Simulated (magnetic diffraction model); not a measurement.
**Which magnetic order? Cs3Yb2F9**

Space group P6_3/mmc (no. 194), a = 6.4670 Å, c = 16.3040 Å.

```
site  atom       x       y       z
  4f    Yb     1/3     2/3  0.8461
  4f    Cs     2/3     1/3  0.9283
  2b    Cs       0       0     3/4
  6h     F     1/2       0     3/4
 12k     F  0.6830  0.8415  0.9143
```

The compound is invented for this exercise: a known structure type with other elements, its cell scaled to their sizes and not relaxed.

Only Yb is taken to order (form factors of Yb3+); orders and moment sizes are assumed, and not adapted to the symmetry. Radiation: neutrons of λ = 4.2 Å, 8° to 100°; isotropic B of 0.56 Å² (Yb), 0.64 Å² (Cs) and 0.96 Å² (F). The intensities are simulated: I ∝ L Σ (|F_N|² + |F_M⊥|²) for unpolarised neutrons, with F_M = 2.695 fm/μB × Σ f(s) S exp(2πi Q·r) exp(−B s²) at Q = H ± k (one set where k and −k are equivalent), only the part normal to Q counting and L = 1/(sin²θ cos θ). For collinear order S is the moment m, which repeats by lattice and centring translations R with the sign exp(−2πi k·R). Form factors are spin-only for 3d ions and dipole or tabulated for f ions, scattering lengths are Sears's of 1992, and absorption is left out. A label names one of the reflections at its angle. The strongest nuclear line in the range is 100, and lines under 0.2 are left out.

Above the ordering temperature:

```tsv
2θ (°)	index	I
29.86	(0 0 2)	8.2
44.04	(1 0 0)	18.4
46.72	(1 0 1)	100.0
54.12	(1 0 2)	5.7
62.02	(0 0 4)	9.7
65.15	(1 0 3)	3.8
79.17	(1 0 4)	5.3
81.00	(1 1 0)	40.9
88.64	(1 1 2)	6.3
96.36	(1 0 5)	72.3
97.17	(2 0 0)	8.7
```

Below it (cell unchanged):

```csv
2θ (°),I
14.80,84.9
29.86,8.2
44.04,35.3
45.46,0.8
46.72,107.5
54.12,9.6
62.02,9.7
65.15,4.2
79.17,16.9
80.18,5.4
81.00,40.9
82.92,11.1
88.64,6.3
96.36,78.1
97.17,13.6
98.17,0.9
99.09,2.4
```

**Question.** Find the propagation vector, then choose among these models:
A. collinear moments along [120], 3.1 μB on Yb; signs + at (1/3, 2/3, 0.8461), + at (2/3, 1/3, 0.3461), + at (1/3, 2/3, 0.6539), + at (2/3, 1/3, 0.1539)
B. collinear moments along [120], 3.1 μB on Yb; signs + at (1/3, 2/3, 0.8461), − at (2/3, 1/3, 0.3461), + at (1/3, 2/3, 0.6539), − at (2/3, 1/3, 0.1539)
C. collinear moments along [101], 3.1 μB on Yb; signs + at (1/3, 2/3, 0.8461), − at (2/3, 1/3, 0.3461), + at (1/3, 2/3, 0.6539), − at (2/3, 1/3, 0.1539)
D. collinear moments along [101], 3.1 μB on Yb; signs + at (1/3, 2/3, 0.8461), + at (2/3, 1/3, 0.3461), + at (1/3, 2/3, 0.6539), + at (2/3, 1/3, 0.1539)

No line moves, and magnetic intensity falls on nuclear lines such as the one at 44.04°; new lines at (0 0 1), (0 0 3) and (0 0 5) have whole indices that obey the lattice centring, at places with no nuclear intensity to speak of, so the magnetic cell equals the chemical primitive cell: k = 0.

Magnetic intensity, observed (below minus above) and for each model:

| 2θ (°) | index | observed | A | B | C | D |
| --- | --- | --- | --- | --- | --- | --- |
| 14.80 | (0 0 1) | 84.9 | <0.2 | 84.9 | 11.6 | <0.2 |
| 44.04 | (1 0 0) | 16.9 | 5.6 | 16.9 | 31.4 | 10.5 |
| 46.72 | (1 0 1) | 7.5 | 22.7 | 7.5 | 11.6 | 34.8 |
| 79.17 | (1 0 4) | 11.6 | 3.9 | 11.6 | 5.8 | 1.9 |
| 81.00 | (1 1 0) | <0.2 | 8.1 | <0.2 | <0.2 | 15.1 |
| 82.92 | (1 1 1) | 11.1 | <0.2 | 11.1 | 19.2 | <0.2 |
| 96.36 | (1 0 5) | 5.7 | 17.1 | 5.7 | 2.2 | 6.6 |
| 99.09 | (2 0 1) | 2.3 | 6.8 | 2.3 | 4.0 | 12.0 |

Model B matches.

The structure used: k = (0 0 0), collinear moments along [120], 3.1 μB on Yb; signs + at (1/3, 2/3, 0.8461), − at (2/3, 1/3, 0.3461), + at (1/3, 2/3, 0.6539), − at (2/3, 1/3, 0.1539).

[Logs are printed without paths, hosts, clocks, repeated set-up lines and the standing remarks that a program may print on its own settings, such as how far it seeks lower states.]
